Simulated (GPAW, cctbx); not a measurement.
# Rb2TlBiCl6: deformation density and structure factors from DFT

Aim: compute the bonding part of the density of Rb2TlBiCl6, find which reflections carry it, and see how it biases an ordinary refinement.

The start was made by putting kin elements into a known structure type; the compound need not exist, or be stable, in this form. All numbers below are calculated.

## 1. Find the equilibrium geometry

The density hangs on the geometry, so cell and atoms are relaxed first, with the symmetry held. The cutoff is set higher than for the density because stress converges slowly with plane waves.

Settings: GPAW 26.7.0, PBE, 570 eV, 2×2×2 k-points, Fermi–Dirac width 0.05 eV, BFGS to 0.03 eV/Å.

```text
cell
1.0
     0.000000000    5.712000000    5.712000000
     5.712000000    0.000000000    5.712000000
     5.712000000    5.712000000    0.000000000
Bi Tl Rb Cl
1 1 2 6
Direct
0.000000000 0.000000000 0.000000000
0.500000000 0.500000000 0.500000000
0.250000000 0.250000000 0.250000000
0.750000000 0.750000000 0.750000000
0.775800000 0.775800000 0.224200000
0.775800000 0.224200000 0.775800000
0.224200000 0.775800000 0.224200000
0.224200000 0.775800000 0.775800000
0.224200000 0.224200000 0.775800000
0.775800000 0.224200000 0.224200000
```

```console
$ OMP_NUM_THREADS=1 mpirun -n 4 gpaw python run.py > gpaw.log
```

```text
BFGS:    0      -33.026394        1.638562
BFGS:    1      -33.250925        1.309256
BFGS:    2      -33.694220        0.199604
BFGS:    3      -33.707830        0.055011
...
BFGS:    6      -33.709414        0.093074
BFGS:    7      -33.710500        0.036886
BFGS:    8      -33.711417        0.018961
cell  8.1405 8.1405 8.1405  60.00 60.00 60.00
volume 381.447 A^3, largest force 0.019 eV/A, largest stress 0.07 GPa
```

After 8 steps the volume has changed by +2.3 % and the energy by -0.685 eV; the largest stress left is 0.07 GPa. It took 1.7 min on 4 cores of AMD EPYC 7B13 (Zen 3) (shared host), peak memory 1.2 GiB.

Relaxed structure: Fm-3m (no. 225), a = 11.5124 Å, b = 11.5124 Å, c = 11.5124 Å, α = 90.00°, β = 90.00°, γ = 90.00°.

| atom | mult. | x | y | z |
| --- | --- | --- | --- | --- |
| Bi1 | 4 | 0 | 0 | 0 |
| Tl1 | 4 | 1/2 | 0 | 0 |
| Rb1 | 8 | 1/4 | 3/4 | 3/4 |
| Cl1 | 24 | 0 | 0 | 0.7640 |

## 2. Density and charge transfer

X-rays see the whole electron density, so the PAW density is rebuilt with its core regions. Subtracting spherical free atoms from the same code cancels the cores and leaves the deformation density Δρ, the part due to bonding.

Settings: PBE, 450 eV, 3×3×3 k-points, Fermi–Dirac width 0.05 eV; primitive cell of 10 atoms.

```console
$ OMP_NUM_THREADS=1 mpirun -n 4 gpaw python run.py > gpaw.log
```

```text
|iter:   1|       0s |  -35.404829 | -0.64 |       |
|iter:   2|       1s |  -35.017525 | -1.91 | -1.21 |
|iter:   3|       2s |  -33.639179 | -1.58 | -1.25 |
...
|iter:   8|       7s |  -33.616707c| -6.32 | -3.68 |
|iter:   9|       8s |  -33.616710c| -7.13 | -4.26c|
|iter:  10|       8s |  -33.616710c| -7.56c| -4.92c|
```

```text
grid (80, 80, 80)  electrons 340.000  moved by bonding 2.041 e
deformation density beyond 0.5 A of the nuclei: max 0.066, min -0.070 e/A^3
atom        x       y       z   Voronoi charge  moment
Bi1    0.0000  0.0000  0.0000      0.544       0.00
Tl2    0.5000  0.5000  0.5000      0.244       0.00
Rb3    0.2500  0.2500  0.2500      0.312       0.00
Rb4    0.7500  0.7500  0.7500      0.312       0.00
Cl5    0.7640  0.7640  0.2360     -0.235       0.00
Cl6    0.7640  0.2360  0.7640     -0.235       0.00
Cl7    0.2360  0.7640  0.2360     -0.235       0.00
Cl8    0.2360  0.7640  0.7640     -0.235       0.00
Cl9    0.2360  0.2360  0.7640     -0.235       0.00
Cl10   0.7640  0.2360  0.2360     -0.235       0.00
mean inner potential of superposed free atoms 9.751 V
total magnetic moment 0.000 muB
```

Deformation density in a plane through the shortest contact of the Bi atom at the origin, in 0.01 e/Å³ (clipped at ±99); x from -1.6 to 4.3 Å, y from 2.4 down to -2.4 Å:

```text
  0   2   4  -1   .  -1   4   2   1   0   0  -1  -1   0   0   1
  0   1   3   4   2   4   3   1   0   0   0   0   0   0   0   0
  0   0   1   4   6   4   1   0   0   0   0   1   0   0   0  -1
  0  -2  -3  -2  -1  -2  -3  -2  -1   1   2   2   2   1   0  -1
  1  -3  -6  -2   1  -1  -6  -3   1   3   4   5   4   2   0  -1
  4  -2  -2   1   .   0  -1  -2   4   5  -1   .   0   1   1   0
  6  -1   1   .   .   .   2  -1   5   4   .   .   .   0   1   0
  4  -2  -2   0   .   0  -1  -2   4   4  -1   .   0   2   1   0
  1  -3  -6  -2   1  -1  -6  -3   1   3   4   5   4   2   0  -1
  0  -2  -3  -2  -1  -2  -3  -2  -1   1   2   2   2   1   0  -1
  0   0   1   4   6   4   1   0   0   0   0   1   0   0   0  -1
  0   1   3   4   2   4   3   1   0   0   0   0   0   0   0   0
  0   2   4  -1   .  -1   4   2   1   0   0  -1  -1   0   0   1
```

Atoms in or within 0.15 Å of the plane: Bi (0.0, 0.0), Cl (2.7, 0.0) Å. Dots mark points within about 0.45 Å of a nucleus; large values next to them are atomic features.

Cl gains most (-0.23 e) and Bi loses most (+0.54 e); Cl is the most electronegative element, but the order of the others doesn't follow electronegativity. Such charges fall far short of formal ones, since overlapping free atoms already put density on their neighbours. Along the shortest contact from the Bi atom at the map's origin, Bi–Cl at 2.72 Å, Δρ is +0.02 e/Å³ at the midpoint and highest, +0.07, 1.72 Å from Bi (points within 0.5 Å of a nucleus left out): little sits at the middle, as in a polar contact, whose build-up shifts to the more electronegative atom. At the midpoints of other shortest contacts it is 0.00 (Tl–Cl, 3.04 Å) e/Å³. Point values carry grid noise of about 0.01 e/Å³. The run needed 10 iterations, 24 s.

## 3. From the density to structure factors

The Fourier components of Δρ, added to those of the free atoms, give the static X-ray structure factors; the Mott–Bethe relation turns them into the Fourier components V of the potential that fast electrons feel.

```text
static structure factors of the conventional cell: F in electrons, V (Mott-Bethe) in volts
   h  k  l      d  |F| table  |F| free   |F| DFT   change   |V| free  |V| DFT  change %
   1  1  1  6.6467    40.679    40.661    40.420   -0.241     0.409    0.441      7.8
   0  2  0  5.7562   479.597   478.843   479.777    0.933     1.915    1.823     -4.9
   0  2  2  4.0702   757.520   757.347   754.515   -2.832     3.127    3.268      4.5
   1  3  1  3.4711     3.485     3.575     4.275    0.700     0.001    0.026        -
   2  2  2  3.3233    14.557    14.142     9.784   -4.358     1.854    1.709     -7.8
   0  4  0  2.8781  1119.380  1119.438  1122.402    2.964     5.780    5.706     -1.3
   1  3  3  2.6411    37.122    37.195    37.840    0.646     0.286    0.272     -4.7
   0  4  2  2.5743   415.771   415.631   416.286    0.655     1.477    1.463     -0.9
   2  4  2  2.3500   682.357   682.040   682.692    0.652     2.154    2.143     -0.5
   3  3  3  2.2156    64.768    64.850    65.349    0.499     0.491    0.483     -1.5
   1  5  1  2.2156    59.533    59.670    60.379    0.709     0.441    0.431     -2.4
   0  4  4  2.0351   992.692   993.049   992.910   -0.139     4.359    4.361      0.0
   1  5  3  1.9460    26.745    26.869    27.093    0.223     0.175    0.173     -1.4
   2  4  4  1.9187   378.044   377.941   377.876   -0.065     1.145    1.146      0.1
```

The largest X-ray change is -4.36 e on 222, 30.8 % of |F|. For electrons V goes as (Z − F)/g², so a change of F counts against Z − F, which is small at low angle and wherever the atoms' terms cancel: |V| of 111 moves by +7.8 % (0.41 to 0.44 V) against -0.6 % in |F|. The tabulated Hartree–Fock atoms differ from the free DFT atoms by up to 0.75 e, so the choice of reference atom matters too.

## 4. Which functional?

The same geometry is run with other functionals, to see whether the bonding signal is larger than the spread between approximations. Free atoms are LDA for LDA and PBE otherwise. Any other changed setting is in the row's label.

```
   run  ΔF 222 (e)  ΔF 040 (e)  ΔF 022 (e)  q(Cl) (e)  moved (e)  time
   PBE      -4.358      +2.964      -2.832     -0.235      2.041  24 s
   LDA      -3.901      +2.443      -2.753     -0.227      1.877  22 s
revPBE      -4.668      +3.317      -2.856     -0.242      2.217  23 s
```

At the base's settings ΔF(222) spans -4.668 to -3.901 e, a spread of 18 % of the PBE value; over the three listed reflections the spread is at most 29 %, so the sign holds and the size hangs on the functional. Times are from shared hosts.

## 5. What a spherical-atom refinement makes of it

Routine crystallography fits spherical atoms. To see the bias, intensities are simulated from tabulated atoms plus the DFT change ΔF, so that bonding alone can misfit (25100 reflections of the full sphere, merged to the counts below, to 0.4 Å, 1.5 % proportional noise plus counting noise, assumed isotropic U as listed, Δρ smeared by the mean U) and refined with cctbx over different ranges.

| range | data | R1 | GooF | U Bi1 (true 0.0059) | U Tl1 (true 0.006) | U Rb1 (true 0.0082) | U Cl1 (true 0.0106) | largest shift (Å) | Δρ max, min (e/Å³) |
| --- | --- | --- | --- | --- | --- | --- | --- | --- | --- |
| all data | 692 | 0.0035 | 1.05 | 0.0059 | 0.0060 | 0.0082 | 0.0106 | 0.0001 | 0.29, -0.29 |
| low resolution, d > 0.84 | 98 | 0.0027 | 1.15 | 0.0060 | 0.0061 | 0.0083 | 0.0107 | 0.0002 | 0.12, -0.10 |
| high order, d < 0.75 | 563 | 0.0039 | 1.01 | 0.0059 | 0.0060 | 0.0082 | 0.0106 | 0.0000 | 0.29, -0.23 |
| occupancies free, d > 0.7 | 155 | 0.0028 | 1.14 | 0.0059 | 0.0060 | 0.0082 | 0.0106 | 0.0002 | 0.12, -0.17 |

With all data GooF is 1.05, so at this noise the bonding hardly shows; the top residual peak lies 0.44 Å from Bi and 2.28 Å from Cl. No U is off by more than 3 s.u. at low resolution. With Bi1 held at 1 and the scale free, the other occupancies refine to Tl1 1.000(0.001), Rb1 1.000(0.001) and Cl1 1.002(0.002), within three s.u. of full.

## 6. Answer

Bonding moves 2.04 e in the primitive cell of Rb2TlBiCl6 and changes the structure factors of the conventional cell in the table above by at most 4.36 e (222, 30.8 %), and among reflections above 2 % of the strongest by up to 1.7 % (133). The shortest bond, Bi–Cl, has Δρ = +0.02 e/Å³ at its midpoint, low for a shared bond; with the charge transfer this is a polar contact. At the base's settings ΔF(222) spans -4.668 to -3.901 e, a spread of 18 % of the PBE value; over the three listed reflections the spread is at most 29 %, so the sign holds and the size hangs on the functional. With all data GooF is 1.05, so at this noise the bonding hardly shows. Limits: static density, frozen cores, no spin–orbit coupling.

[Outputs are excerpts: Python notices, other lines and further rows are left out; steps that failed or that the build refused (PBEsol, TPSS) are not shown.]

[Logs are printed without paths, hosts, clocks, repeated set-up lines and the standing remarks that a program may print on its own settings, such as how far it seeks lower states.]
